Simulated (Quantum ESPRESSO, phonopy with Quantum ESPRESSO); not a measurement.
**Grüneisen parameters and expansion of CdF2 (Fm-3m)**

Aim: how the vibrations of CdF2 shift with volume, and the expansion that follows.

Main program and level: Quantum ESPRESSO 7.5; DFT LDA, scalar-relativistic, plane waves, GBRV ultrasoft pseudopotentials.

This is a report of a sequence of runs, with most program output left out.

### 1. The starting structure

The structure is cubic, space group Fm-3m (No. 225). The conventional cell has a = 5.388 Å, b = 5.388 Å, c = 5.388 Å, α = 90.00°, β = 90.00°, γ = 90.00°. Nearest to Cd lie 8 F at 2.33 Å. Nearest to F lie 4 Cd at 2.33 Å. Farther neighbours and most contacts between anions are not listed.

### 2. A first coarse run

Before spending time, one coarse run tells the gap and the pressure of the starting cell.

Input file probe.in:

```
&CONTROL
  calculation = 'scf'
  prefix      = 'x'
  outdir      = './tmp'
  pseudo_dir  = './pseudo'
  tprnfor     = .true.
  tstress     = .true.
  verbosity   = 'high'
/
&SYSTEM
  ibrav       = 0
  nat         = 3
  ntyp        = 2
  ecutwfc     = 45.0
  ecutrho     = 270.0
  occupations = 'smearing'
  smearing    = 'gaussian'
  degauss     = 0.01
/
&ELECTRONS
  conv_thr         = 1.0d-07
  mixing_beta      = 0.7
  electron_maxstep = 100
/
ATOMIC_SPECIES
 Cd    112.4140  Cd.upf
 F      18.9984  F.upf
CELL_PARAMETERS angstrom
     0.000000000    2.694000000    2.694000000
     2.694000000    0.000000000    2.694000000
     2.694000000    2.694000000    0.000000000
ATOMIC_POSITIONS crystal
 Cd     0.000000000   0.000000000   0.000000000
 F      0.250000000   0.250000000   0.250000000
 F      0.750000000   0.750000000   0.750000000
K_POINTS automatic
 6 6 6 0 0 0
```

On the command line:

```sh
$ OMP_NUM_THREADS=1 mpirun -n 8 pw.x -nk 8 -in probe.in > probe.out
```

Run time: 2.5 s. Hardware: 8 MPI ranks of Arm Neoverse N1, shared host.

Numbers from this step:

- volume per atom: 13.03 Å³
- pressure: -5.088 GPa
- gap on the k-mesh: 2.776 eV

The start is under -5.1 GPa at this level and looks like an insulator or semiconductor on this mesh.

### 3. Finding the static equilibrium

The vibrations must be taken about the equilibrium of this functional, not about the starting cell, so the structure is relaxed.

Input file relax.in:

```
&CONTROL
  calculation   = 'vc-relax'
  prefix        = 'x'
  outdir        = './tmp'
  pseudo_dir    = './pseudo'
  tprnfor       = .true.
  tstress       = .true.
  forc_conv_thr = 2.0d-05
  etot_conv_thr = 1.0d-07
  nstep         = 40
/
&SYSTEM
  ibrav       = 0
  nat         = 3
  ntyp        = 2
  ecutwfc     = 45.0
  ecutrho     = 270.0
  occupations = 'fixed'
  nbnd        = 15
/
&ELECTRONS
  conv_thr         = 1.0d-11
  mixing_beta      = 0.7
  electron_maxstep = 100
/
&IONS
/
&CELL
  press_conv_thr = 0.1
/
ATOMIC_SPECIES
 Cd    112.4140  Cd.upf
 F      18.9984  F.upf
CELL_PARAMETERS angstrom
     0.000000000    2.694000000    2.694000000
     2.694000000    0.000000000    2.694000000
     2.694000000    2.694000000    0.000000000
ATOMIC_POSITIONS crystal
 Cd     0.000000000   0.000000000   0.000000000
 F      0.250000000   0.250000000   0.250000000
 F      0.750000000   0.750000000   0.750000000
K_POINTS automatic
 8 8 8 0 0 0
```

On the command line:

```sh
$ OMP_NUM_THREADS=1 mpirun -n 8 pw.x -nk 8 -in relax.in > relax.out
```

Wall time 14 s (8 MPI ranks); 1.9 min of CPU time.

Step by step:

| step | energy less that of the first step (eV) | largest force (eV/Å) | volume (Å³) |
| --- | --- | --- | --- |
| 1 | 0.0000 | 0.0000 | 39.10 |
| 2 | -0.0229 | 0.0000 | 38.10 |
| 3 | -0.0282 | 0.0000 | 37.31 |
| 4 | -0.0282 | 0.0000 | 37.38 |
| 5 | -0.0282 | 0.0000 | 37.38 |
| 6 | -0.0275 | 0.0000 | 37.38 |

| conventional cell, symmetrised | before | after | change |
| --- | --- | --- | --- |
| a (Å) | 5.388 | 5.307 | -1.5 % |
| b (Å) | 5.388 | 5.307 | -1.5 % |
| c (Å) | 5.388 | 5.307 | -1.5 % |
| volume (Å³/atom) | 13.03 | 12.46 | -4.4 % |

Final coordinates:

```
Cd F
1.0
     0.00000    2.65372    2.65372
     2.65372    0.00000    2.65372
     2.65372    2.65372    0.00000
Cd F
1 2
Direct
  0.00000 0.00000 0.00000
  0.25000 0.25000 0.25000
  0.75000 0.75000 0.75000
```

Numbers from this step:

```yaml
volume_per_atom: 12.46 Å³
pressure: 0.077 GPa
gap_on_the_k_mesh: 2.913 eV
```

After the last step pw.x solved the final cell once more on a basis chosen for it, which moves the energy without moving the atoms.

### 4. Ground state at this cell

A tight ground state at this cell gives the energy of this member; its pressure is the stress at this cutoff, which can carry an offset from the finite basis.

Input file scf.in:

```
&CONTROL
  calculation = 'scf'
  prefix      = 'x'
  outdir      = './tmp'
  pseudo_dir  = './pseudo'
  tprnfor     = .true.
  tstress     = .true.
/
&SYSTEM
  ibrav       = 0
  nat         = 3
  ntyp        = 2
  ecutwfc     = 45.0
  ecutrho     = 270.0
  occupations = 'fixed'
  nbnd        = 15
/
&ELECTRONS
  conv_thr         = 1.0d-12
  mixing_beta      = 0.7
  electron_maxstep = 100
/
ATOMIC_SPECIES
 Cd    112.4140  Cd.upf
 F      18.9984  F.upf
CELL_PARAMETERS angstrom
     0.000000000    2.653721667    2.653721667
     2.653721667    0.000000000    2.653721667
     2.653721667    2.653721667    0.000000000
ATOMIC_POSITIONS crystal
 Cd     0.000000000   0.000000000   0.000000000
 F      0.250000000   0.250000000   0.250000000
 F      0.750000000   0.750000000   0.750000000
K_POINTS automatic
 8 8 8 0 0 0
```

On the command line:

```sh
$ OMP_NUM_THREADS=1 mpirun -n 8 pw.x -nk 8 -in scf.in > scf.out
```

Elapsed: 3.9 s, on 8 MPI ranks.

Numbers from this step:

| Item | Value |
| --- | --- |
| pressure | 0.078 GPa |

On a basis chosen for the relaxed cell the pressure is 0.078 GPa, small enough for phonons.

### 5. Zone-centre response

In a polar crystal the Born charges and ε∞ give the long-range dipole term that a finite supercell misses. They are those of this k-mesh and were not tested on a denser one; where the gap is small they converge slowly, and the LO modes with them.

Input file ph.in:

```
phonons
&INPUTPH
  prefix = 'x'
  outdir = './tmp'
  fildyn = 'x.dyn'
  tr2_ph = 1.0d-18
  epsil  = .true.
/
0.000000000 0.000000000 0.000000000
```

scf.in is that of step 4.

On the command line:

```sh
$ OMP_NUM_THREADS=1 mpirun -n 8 ph.x -nk 8 -in ph.in > ph.out
```

Run time: 82 s. Hardware: 8 MPI ranks; 11 min of CPU time.

ε∞:

```
2.93 0.00 0.00
0.00 2.93 0.00
0.00 0.00 2.93
```

Born charge (rows field, columns displacement), before the sum rule (e), principal values of the symmetric part by kind of site:

| atom | atoms with these values | low | middle | high | mean |
| --- | --- | --- | --- | --- | --- |
| Cd1 | 1 | 2.45 | 2.45 | 2.45 | 2.45 |
| F2 | 2 | -1.22 | -1.22 | -1.22 | -1.22 |

In full for F2:

```
-1.22  0.00  0.00
 0.00 -1.22  0.00
 0.00  0.00 -1.22
```

The Born charges sum to zero within 9.4e-4 e; the rest is removed before use. Acoustic frequencies in this log differ from zero by the error of the sum rule, which ph.x does not impose.

### 6. Forces on a displaced cell

One atom (for the harmonic constants) or a pair of atoms (for the cubic ones) is moved by a few hundredths of an ångström; the forces on all atoms give a column of force constants. The threshold is tight because the forces are small.

System of this step: CdF2. Symmetry: Imm2, No. 44, orthorhombic system. Conventional cell: a = 7.506 Å, b = 10.615 Å, c = 7.506 Å, α = 90.00°, β = 90.00°, γ = 90.00°. Cd has 8 F at 2.28 to 2.31 Å nearest. Nearest to Cd lie 8 F at 2.30 Å. Cd has 8 F at 2.30 Å nearest. Nearest to F lie 4 Cd at 2.28 to 2.30 Å. Farther neighbours and most contacts between anions are not listed.

Input file disp-00001.in:

```
&CONTROL
  calculation = 'scf'
  prefix      = 'x'
  outdir      = './tmp'
  pseudo_dir  = './pseudo'
  tprnfor     = .true.
  disk_io     = 'none'
/
&SYSTEM
  ibrav       = 0
  nat         = 24
  ntyp        = 2
  ecutwfc     = 45.0
  ecutrho     = 270.0
  occupations = 'fixed'
  nbnd        = 106
/
&ELECTRONS
  conv_thr         = 1.0d-11
  mixing_beta      = 0.7
  electron_maxstep = 100
/
ATOMIC_SPECIES
 Cd    112.4140  Cd.upf
 F      18.9984  F.upf
CELL_PARAMETERS angstrom
     0.000000000    5.307443334    5.307443334
     5.307443334    0.000000000    5.307443334
     5.307443334    5.307443334    0.000000000
ATOMIC_POSITIONS crystal
 Cd     0.002664585   0.000000000   0.000000000
 Cd     0.500000000   0.000000000   0.000000000
 Cd     0.000000000   0.500000000   0.000000000
 Cd     0.500000000   0.500000000   0.000000000
 Cd     0.000000000   0.000000000   0.500000000
 Cd     0.500000000   0.000000000   0.500000000
 Cd     0.000000000   0.500000000   0.500000000
 Cd     0.500000000   0.500000000   0.500000000
 F      0.125000000   0.125000000   0.125000000
 F      0.625000000   0.125000000   0.125000000
 F      0.125000000   0.625000000   0.125000000
 F      0.625000000   0.625000000   0.125000000
 F      0.125000000   0.125000000   0.625000000
 F      0.625000000   0.125000000   0.625000000
 F      0.125000000   0.625000000   0.625000000
 F      0.625000000   0.625000000   0.625000000
 F      0.375000000   0.375000000   0.375000000
 F      0.875000000   0.375000000   0.375000000
 F      0.375000000   0.875000000   0.375000000
 F      0.875000000   0.875000000   0.375000000
 F      0.375000000   0.375000000   0.875000000
 F      0.875000000   0.375000000   0.875000000
 F      0.375000000   0.875000000   0.875000000
 F      0.875000000   0.875000000   0.875000000
K_POINTS automatic
 3 3 3 0 0 0
```

On the command line:

```sh
$ OMP_NUM_THREADS=1 mpirun -n 4 pw.x -nk 4 -in disp-00001.in > disp-00001.out
```

The job ended after 3.5 min (4 MPI ranks).

This step gave:

* gap on the k-mesh: 2.934 eV

Force by atom:

| atom | x (eV/Å) | y (eV/Å) | z (eV/Å) | size |
| --- | --- | --- | --- | --- |
| Cd1 | 0.000 | -0.130 | -0.130 | 0.183 |
| Cd2 | 0.000 | 0.038 | 0.038 | 0.054 |
| Cd3 | 0.020 | -0.015 | 0.018 | 0.031 |
| Cd4 | -0.020 | 0.018 | -0.015 | 0.031 |
| Cd5 | 0.020 | 0.018 | -0.015 | 0.031 |
| Cd6 | -0.020 | -0.015 | 0.018 | 0.031 |
| Cd7 | 0.000 | -0.001 | -0.001 | 0.002 |
| Cd8 | 0.000 | 0.000 | 0.000 | 0.000 |
| F9 | 0.017 | 0.022 | 0.022 | 0.035 |
| F10 | -0.014 | 0.019 | 0.019 | 0.030 |
| F11 | 0.000 | 0.005 | 0.005 | 0.007 |
| F12 | 0.000 | -0.004 | -0.004 | 0.006 |
| F13 | 0.000 | 0.005 | 0.005 | 0.007 |
| F14 | 0.000 | -0.004 | -0.004 | 0.006 |
| F15 | -0.004 | 0.000 | 0.000 | 0.004 |
| F16 | 0.005 | 0.000 | 0.000 | 0.005 |
| F17 | 0.004 | 0.000 | 0.000 | 0.004 |
| F18 | -0.005 | 0.000 | 0.000 | 0.005 |
| F19 | 0.000 | -0.004 | -0.004 | 0.006 |
| F20 | 0.000 | 0.005 | 0.005 | 0.007 |
| F21 | 0.000 | -0.004 | -0.004 | 0.006 |
| F22 | 0.000 | 0.005 | 0.005 | 0.007 |
| F23 | -0.017 | 0.022 | 0.022 | 0.035 |
| F24 | 0.014 | 0.019 | 0.019 | 0.030 |

At this level the gap is 2.93 eV on the k-mesh of the self-consistent run, which can miss the band edges.

### 7. A displaced supercell

disp-00002.in, as its differences from disp-00001.in of step 6:

```diff
@@ -30,3 +30,3 @@
 ATOMIC_POSITIONS crystal
- Cd     0.002664585   0.000000000   0.000000000
+ Cd     0.000000000   0.000000000   0.000000000
  Cd     0.500000000   0.000000000   0.000000000
@@ -38,3 +38,3 @@
  Cd     0.500000000   0.500000000   0.500000000
- F      0.125000000   0.125000000   0.125000000
+ F      0.127664585   0.125000000   0.125000000
  F      0.625000000   0.125000000   0.125000000
```

On the command line:

```sh
$ OMP_NUM_THREADS=1 mpirun -n 4 pw.x -nk 4 -in disp-00002.in > disp-00002.out
```

The job ended after 5 min (4 MPI ranks; 20 min of CPU time).

### 8. Lattice dynamics at this volume, V/V0 1

This step: DFT LDA, scalar-relativistic, plane waves, GBRV ultrasoft pseudopotentials (phonopy with Quantum ESPRESSO 4.10.0 / 7.5).

Run time: 5 min. Hardware: 8 threads.

This step gave:

```
point group                              : m-3m
highest frequency                        : 412.4 cm⁻¹
Debye temperature from the second moment : 473 K
lowest frequency on the path             : 0 cm⁻¹
zero-point energy                        : 0.1298 eV/cell
```

Phonopy, LO-TO term from ph.x's tensors. The phonon branches at the labelled points (cm⁻¹):

| point | branch 1 | branch 2 | branch 3 | branch 4 | branch 5 | branch 6 | branch 7 | branch 8 | branch 9 |
| --- | --- | --- | --- | --- | --- | --- | --- | --- | --- |
| Γ | 0 | 0 | 0 | 240 | 240 | 318 | 318 | 318 | 391 |
| halfway | 68 | 68 | 147 | 206 | 206 | 246 | 348 | 348 | 401 |
| X | 111 | 111 | 123 | 160 | 160 | 200 | 366 | 366 | 412 |
| halfway | 110 | 122 | 123 | 170 | 173 | 200 | 361 | 364 | 409 |
| U | 107 | 134 | 144 | 169 | 195 | 227 | 348 | 359 | 401 |
| jump to K | 107 | 134 | 144 | 169 | 195 | 227 | 348 | 359 | 401 |
| halfway | 77 | 81 | 145 | 200 | 278 | 284 | 311 | 337 | 382 |
| Γ | 0 | 0 | 0 | 240 | 240 | 318 | 318 | 318 | 391 |
| halfway | 64 | 64 | 129 | 248 | 248 | 314 | 314 | 314 | 376 |
| L | 88 | 88 | 188 | 267 | 267 | 300 | 300 | 307 | 361 |
| halfway | 100 | 124 | 175 | 184 | 218 | 296 | 296 | 358 | 384 |
| W | 120 | 121 | 155 | 155 | 174 | 290 | 290 | 381 | 398 |
| halfway | 116 | 120 | 125 | 167 | 180 | 215 | 347 | 372 | 407 |
| X | 111 | 111 | 123 | 160 | 160 | 200 | 366 | 366 | 412 |

Harmonic. Thermo, by row:

| T (K) | F_vib (meV/atom) | S (J/mol-atom/K) | C_V (J/mol-atom/K) |
| --- | --- | --- | --- |
| 0 | 43.27 | 0 | 0 |
| 50 | 42.99 | 1.938 | 4.42 |
| 100 | 40.65 | 7.314 | 11.66 |
| 150 | 35.36 | 13.05 | 16.57 |
| 200 | 27.22 | 18.25 | 19.44 |
| 250 | 16.56 | 22.79 | 21.13 |
| 300 | 3.7 | 26.74 | 22.17 |
| 350 | -11.07 | 30.21 | 22.84 |
| 400 | -27.54 | 33.29 | 23.3 |
| 450 | -45.52 | 36.06 | 23.63 |
| 500 | -64.87 | 38.56 | 23.87 |
| 550 | -85.45 | 40.84 | 24.05 |
| 600 | -107.2 | 42.94 | 24.19 |
| 650 | -129.9 | 44.88 | 24.3 |
| 700 | -153.7 | 46.69 | 24.38 |
| 750 | -178.3 | 48.37 | 24.45 |
| 800 | -203.8 | 49.95 | 24.51 |
| 850 | -230.1 | 51.44 | 24.56 |
| 900 | -257.1 | 52.84 | 24.6 |
| 950 | -284.8 | 54.17 | 24.64 |
| 1000 | -313.2 | 55.44 | 24.66 |

The modes has structure finer than the step of the table below, so its rows give means over 20 cm⁻¹, whole bins alone (the curve runs from -10 to 435 cm⁻¹). Peaks (cm⁻¹: height): Cd 104.7: 0.0359, 174.6: 0.0351; F 127.0: 0.0103, 216.5: 0.0213, 328.4: 0.0300, 361.9: 0.0304, 387.1: 0.0316.

Phonopy on the run's constants, 19x19x19 mesh, Gaussian sigma 3.2 cm⁻¹. Table of modes by wavenumber; means over each step; values in 1/cm⁻¹/cell:

| wavenumber (cm⁻¹) | Cd | F |
| --- | --- | --- |
| 0 | 3.0e-5 | 1.0e-5 |
| 20 | 6.4e-4 | 2.1e-4 |
| 40 | 0.00252 | 7.4e-4 |
| 60 | 0.00676 | 0.00166 |
| 80 | 0.0185 | 0.00321 |
| 100 | 0.0341 | 0.00412 |
| 120 | 0.0197 | 0.00625 |
| 140 | 0.0111 | 0.00826 |
| 160 | 0.0174 | 0.0104 |
| 180 | 0.0227 | 0.0178 |
| 200 | 0.00380 | 0.0188 |
| 220 | 0.00227 | 0.0205 |
| 240 | 0.00203 | 0.0203 |
| 260 | 0.00125 | 0.0183 |
| 280 | 9.5e-4 | 0.0149 |
| 300 | 0.00112 | 0.0200 |
| 320 | 9.2e-4 | 0.0268 |
| 340 | 7.8e-4 | 0.0280 |
| 360 | 7.9e-4 | 0.0290 |
| 380 | 0.00172 | 0.0272 |
| 400 | 8.5e-4 | 0.0221 |
| 420 | 1.5e-5 | 0.00137 |

No LO-TO term. The modes at Γ (shares of kinetic energy by element, %):

| mode | frequency (cm⁻¹) | symmetry | Cd % | F % |
| --- | --- | --- | --- | --- |
| 1 | 0.0 | T1u | 75 | 25 |
| 2 | 0.0 | T1u | 75 | 25 |
| 3 | 0.0 | T1u | 75 | 25 |
| 4 | 240.0 | T1u | 25 | 75 |
| 5 | 240.0 | T1u | 25 | 75 |
| 6 | 240.0 | T1u | 25 | 75 |
| 7 | 318.4 | T2g | 0 | 100 |
| 8 | 318.4 | T2g | 0 | 100 |
| 9 | 318.4 | T2g | 0 | 100 |

Displacements in mode 5 (240.0 cm⁻¹), the largest set to 1:
```
Cd1  0.09  0.10 -0.34
F2  -0.25 -0.30  1.00
F3  -0.25 -0.30  1.00
```

Displacements in mode 8 (318.4 cm⁻¹), the largest set to 1:
```
Cd1  0.00  0.00  0.00
F2   0.01 -0.39  1.00
F3  -0.01  0.39 -1.00
```

No mode is imaginary beyond numerical noise along the path.

The time given is that of the 2 pw.x runs on displaced cells behind this step.

### 9. Ground state at this cell, V/V0 1.015

This step: DFT LDA, scalar-relativistic, plane waves, GBRV ultrasoft pseudopotentials (Quantum ESPRESSO 7.5).

System of this step: CdF2. Symmetry: Fm-3m, No. 225, cubic system. Conventional cell: a = 5.334 Å, b = 5.334 Å, c = 5.334 Å, α = 90.00°, β = 90.00°, γ = 90.00°. Nearest to Cd lie 8 F at 2.31 Å. Nearest to F lie 4 Cd at 2.31 Å. Farther neighbours and most contacts between anions are not listed.

Edit scf.in of step 5 so:

```diff
@@ -26,5 +26,5 @@
 CELL_PARAMETERS angstrom
-     0.000000000    2.653721667    2.653721667
-     2.653721667    0.000000000    2.653721667
-     2.653721667    2.653721667    0.000000000
+     0.000000000    2.666924480    2.666924480
+     2.666924480    0.000000000    2.666924480
+     2.666924480    2.666924480    0.000000000
 ATOMIC_POSITIONS crystal
```

On the command line:

```sh
$ OMP_NUM_THREADS=1 mpirun -n 8 pw.x -nk 8 -in scf.in > scf.out
```

The job ended after 4.2 s (8 MPI ranks).

At this level the gap is 2.86 eV on the k-mesh of the self-consistent run, which can miss the band edges.

### 10. Born charges and dielectric tensor

ph.in is that of step 5.

scf.in is that of step 9.

On the command line:

```sh
$ OMP_NUM_THREADS=1 mpirun -n 8 ph.x -nk 8 -in ph.in > ph.out
```

Wall time 79 s (8 MPI ranks); 11 min of CPU time.

ε∞:

```
2.93 0.00 0.00
0.00 2.93 0.00
0.00 0.00 2.93
```

The Born charges sum to zero within 9.3e-4 e; the rest is removed before use. Acoustic frequencies in this log differ from zero by the error of the sum rule, which ph.x does not impose.

### 11. A displaced supercell

System of this step: CdF2. Symmetry: Imm2, No. 44, orthorhombic system. The conventional cell has a = 7.543 Å, b = 10.668 Å, c = 7.543 Å, α = 90.00°, β = 90.00°, γ = 90.00°. Cd has 8 F at 2.29 to 2.33 Å nearest. Nearest to Cd lie 8 F at 2.31 Å. F has 4 Cd at 2.29 to 2.31 Å nearest. Farther neighbours and most contacts between anions are not listed.

Edit disp-00001.in of step 6 so:

```diff
@@ -26,7 +26,7 @@
 CELL_PARAMETERS angstrom
-     0.000000000    5.307443334    5.307443334
-     5.307443334    0.000000000    5.307443334
-     5.307443334    5.307443334    0.000000000
+     0.000000000    5.333848959    5.333848959
+     5.333848959    0.000000000    5.333848959
+     5.333848959    5.333848959    0.000000000
 ATOMIC_POSITIONS crystal
- Cd     0.002664585   0.000000000   0.000000000
+ Cd     0.002651394   0.000000000   0.000000000
  Cd     0.500000000   0.000000000   0.000000000
```

On the command line:

```sh
$ OMP_NUM_THREADS=1 mpirun -n 4 pw.x -nk 4 -in disp-00001.in > disp-00001.out
```

It took 3.4 min on 4 MPI ranks.

### 12. Phonons, V/V0 1.015

This step: DFT LDA, scalar-relativistic, plane waves, GBRV ultrasoft pseudopotentials (phonopy with Quantum ESPRESSO 4.10.0 / 7.5).

Run time: 5.1 min. Hardware: 8 threads.

No mode is imaginary beyond numerical noise along the path. The highest zone-centre mode (no LO–TO term) moved by -2.8 % for a volume change of +1.5 %.

The time given is that of the 2 pw.x runs on displaced cells behind this step.

### 13. Self-consistent run, V/V0 0.985

This step: DFT LDA, scalar-relativistic, plane waves, GBRV ultrasoft pseudopotentials (Quantum ESPRESSO 7.5).

System of this step: CdF2. It takes space group Fm-3m (No. 225, cubic). Conventional cell: a = 5.281 Å, b = 5.281 Å, c = 5.281 Å, α = 90.00°, β = 90.00°, γ = 90.00°. Cd has 8 F at 2.29 Å nearest. F has 4 Cd at 2.29 Å nearest. Farther neighbours and most contacts between anions are not listed.

Edit scf.in of step 10 so:

```diff
@@ -26,5 +26,5 @@
 CELL_PARAMETERS angstrom
-     0.000000000    2.666924480    2.666924480
-     2.666924480    0.000000000    2.666924480
-     2.666924480    2.666924480    0.000000000
+     0.000000000    2.640386157    2.640386157
+     2.640386157    0.000000000    2.640386157
+     2.640386157    2.640386157    0.000000000
 ATOMIC_POSITIONS crystal
```

On the command line:

```sh
$ OMP_NUM_THREADS=1 mpirun -n 8 pw.x -nk 8 -in scf.in > scf.out
```

It took 4 s on 8 MPI ranks.

The run ends at a pressure of 2.07 GPa.

### 14. Zone-centre response

ph.in is that of step 10.

scf.in is that of step 13.

On the command line:

```sh
$ OMP_NUM_THREADS=1 mpirun -n 8 ph.x -nk 8 -in ph.in > ph.out
```

It took 79 s on 8 MPI ranks.

The Born charges sum to zero within 9.5e-4 e; the rest is removed before use. Acoustic frequencies in this log differ from zero by the error of the sum rule, which ph.x does not impose.

### 15. Forces on a displaced cell

System of this step: CdF2. The structure is orthorhombic, space group Imm2 (No. 44). Conventional cell: a = 7.468 Å, b = 10.562 Å, c = 7.468 Å, α = 90.00°, β = 90.00°, γ = 90.00°. Cd has 8 F at 2.27 to 2.30 Å nearest. Cd has 8 F at 2.29 Å nearest. Nearest to Cd lie 8 F at 2.29 Å. Nearest to F lie 4 Cd at 2.27 to 2.29 Å. Farther neighbours and most contacts between anions are not listed.

Edit disp-00001.in of step 11 so:

```diff
@@ -26,7 +26,7 @@
 CELL_PARAMETERS angstrom
-     0.000000000    5.333848959    5.333848959
-     5.333848959    0.000000000    5.333848959
-     5.333848959    5.333848959    0.000000000
+     0.000000000    5.280772314    5.280772314
+     5.280772314    0.000000000    5.280772314
+     5.280772314    5.280772314    0.000000000
 ATOMIC_POSITIONS crystal
- Cd     0.002651394   0.000000000   0.000000000
+ Cd     0.002678043   0.000000000   0.000000000
  Cd     0.500000000   0.000000000   0.000000000
```

On the command line:

```sh
$ OMP_NUM_THREADS=1 mpirun -n 4 pw.x -nk 4 -in disp-00001.in > disp-00001.out
```

The job ended after 3.5 min (4 MPI ranks).

(Part 1 of 3 ends here.)

[Logs are printed without paths, hosts, clocks, repeated set-up lines and the standing remarks that a program may print on its own settings, such as how far it seeks lower states.]

[Hosts, paths, dates, database ids (printed as entryN), source tags and the programs' standing remarks are cut or masked in the printed files.]

[A step with changed settings may run another functional than the one named; its input shows which.]

[Of the runs on displaced cells, only some may be shown.]
